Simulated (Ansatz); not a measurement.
## SnSe (Pnma): the HSE06 gap against the k mesh of the hybrid

Aim: see how gap, energy and time of SnSe (Pnma) follow the k mesh of the hybrid.

Calculated with Ansatz 0.2.0; DFT, HSE06, plane waves, PAW.

This is a report of a sequence of runs, with most program output left out.

### 1. Starting point

Symmetry: Pnma, No. 62, orthorhombic system. Conventional cell: a = 11.501 Å, b = 4.153 Å, c = 4.446 Å, α = 90.00°, β = 90.00°, γ = 90.00°. Nearest to Sn lie 5 Se at 2.77 to 3.32 Å. Nearest to Se lie 5 Sn at 2.77 to 3.32 Å. Farther neighbours and most contacts between anions are not listed.

Geometry: measured lattice cell, ions relaxed with PBE; the structure entry is the Materials Project's. The runs that relaxed it are not among those shown. The default PAW set here is soft_2. Its files were made with PBE.

### 2. k mesh of the hybrid: 1×2×2

The input, input.yaml:

```yaml
crystal:
  lattice:
    - [11.501, 0.0, 0.0]
    - [0.0, 4.153, 0.0]
    - [0.0, 0.0, 4.446]
  atoms:
    - { symbol: Sn, position: [0.6180623224, 0.75, 0.3973982494] }
    - { symbol: Sn, position: [0.8819376776, 0.25, 0.8973982494] }
    - { symbol: Sn, position: [0.3819376776, 0.25, 0.6026017506] }
    - { symbol: Sn, position: [0.1180623224, 0.75, 0.1026017506] }
    - { symbol: Se, position: [0.1433580133, 0.25, 0.5232104896] }
    - { symbol: Se, position: [0.6433580133, 0.25, 0.9767895104] }
    - { symbol: Se, position: [0.3566419867, 0.75, 0.0232104896] }
    - { symbol: Se, position: [0.8566419867, 0.75, 0.4767895104] }
kpoints:
  mp_grid: { grid: [1, 2, 2] }
  band_path:
    path:
      - [0.0, 0.0, 0.0]
      - [0.5, 0.0, 0.0]
      - [0.5, 0.5, 0.0]
      - [0.0, 0.5, 0.0]
      - [0.0, 0.0, 0.5]
      - [0.5, 0.0, 0.5]
      - [0.5, 0.5, 0.5]
      - [0.0, 0.5, 0.5]
      - [0.0, 0.0, 0.35]
      - [0.0, 0.3333333333, 0.0]
    npoints: 1
hamiltonian:
  xc: hse06
scf:
  occupations: { method: fixed }
  n_extra_bands: 6
output:
  eigenvalues: true
```

Started as:

```sh
ansatz run input.yaml --threads 3 --pin off --max-ram 92160MiB --backend cuda --events-out ev --progress --plain --runs-dir out --devices 1 --max-vram 13GiB
```

Run time: 30 s. Hardware: 1 × NVIDIA H100 80GB HBM3 (shared by 6 runs) with 3 threads of AMD EPYC 7R13 (Zen 3), shared host; peak memory 1.2 GiB.

This step gave:

```
gap                     : 0.8247 eV
valence top at          : k = (0.000, 0.000, 0.350)
conduction bottom at    : k = (0.000, 0.333, 0.000)
least direct gap        : 1.047 eV
exact-exchange fraction : 0.25
```

The gap is indirect, with the least direct gap 0.22 eV higher.

### 3. k mesh of the hybrid: 2×4×2

input.yaml, as its differences from that of step 2:

```diff
@@ -15,3 +15,3 @@
 kpoints:
-  mp_grid: { grid: [1, 2, 2] }
+  mp_grid: { grid: [2, 4, 2] }
   band_path:
```

Run time: 56 s. Hardware: 1 × NVIDIA H100 80GB HBM3 (shared by 6 runs) with 3 threads; peak memory 1.5 GiB; 47 s of CPU time.

Numbers from this step:

| Property | Result |
| --- | --- |
| gap | 0.8358 eV |
| valence top at | k = (0.000, 0.000, 0.350) |
| conduction bottom at | k = (0.000, 0.333, 0.000) |
| least direct gap | 1.037 eV |

The gap is 0.836 eV, +0.011 eV from the run before at this level.

### 4. k mesh of the hybrid: 2×4×4

input.yaml, as its differences from that of step 3:

```diff
@@ -15,3 +15,3 @@
 kpoints:
-  mp_grid: { grid: [2, 4, 2] }
+  mp_grid: { grid: [2, 4, 4] }
   band_path:
@@ -36 +36,5 @@
   eigenvalues: true
+  write_density: true
+  write_potential: true
+  elf: true
+  volumetric_format: npy
```

Elapsed: 68 s, on 1 × NVIDIA H100 80GB HBM3 (shared by 6 runs) with 3 threads; peak memory 1.7 GiB; 85 s of CPU time.

This step gave:

* gap: 0.8608 eV
* valence top at: k = (0.000, 0.000, 0.350)
* conduction bottom at: k = (0.000, 0.333, 0.000)
* least direct gap: 1.045 eV

The gap is 0.861 eV, +0.025 eV from the run before at this level.

### 5. The series

Differences are against the last row; a negative gap means that bands overlap, and a run with a band path holds that path's time. Times are wall times on 1 × NVIDIA H100 80GB HBM3 (shared by 6 runs) with 3 threads of AMD EPYC 7R13 (Zen 3), shared host. The host was busy with other work, so they are no guide to cost.

```csv
k mesh of the hybrid,gap (eV),direct gap (eV),gap error (eV),energy error (meV/atom),irreducible k,time
1×2×2,0.825,1.047,−0.036,+174.1,4,30 s
2×4×2,0.836,1.037,−0.025,+6.8,12,56 s
2×4×4,0.861,1.045,+0.000,+0.0,18,68 s
```

### 6. Summary of results

```json
{"1×2×2": "0.825 eV", "2×4×2": "0.836 eV", "2×4×4": "0.861 eV"}
```

What this shows: The gap holds to 0.02 eV from 2×4×4 on, the last run itself, so the series does not show convergence. At 1×2×2 the gap is off by −0.036 eV and the energy by +174 meV/atom. The gap is read over the mesh and added points near the edges, so meshes differ mainly through the density and, for a hybrid, the exchange operator.

[Paths, hosts, dates, memory and timing lines, banners, echoed tables and standing remarks are left out of the program output.]

[Logs are printed without paths, hosts, clocks, repeated set-up lines and the standing remarks that a program may print on its own settings, such as how far it seeks lower states.]

[Runs of the session that timed out or met a known fault of the program may be left out.]

[Cells called generated may have been cut or substituted from an entry of the Crystallography Open Database or the Materials Project.]

[Hosts, paths, dates, database ids (printed as entryN), source tags and the programs' standing remarks are cut or masked in the printed files.]
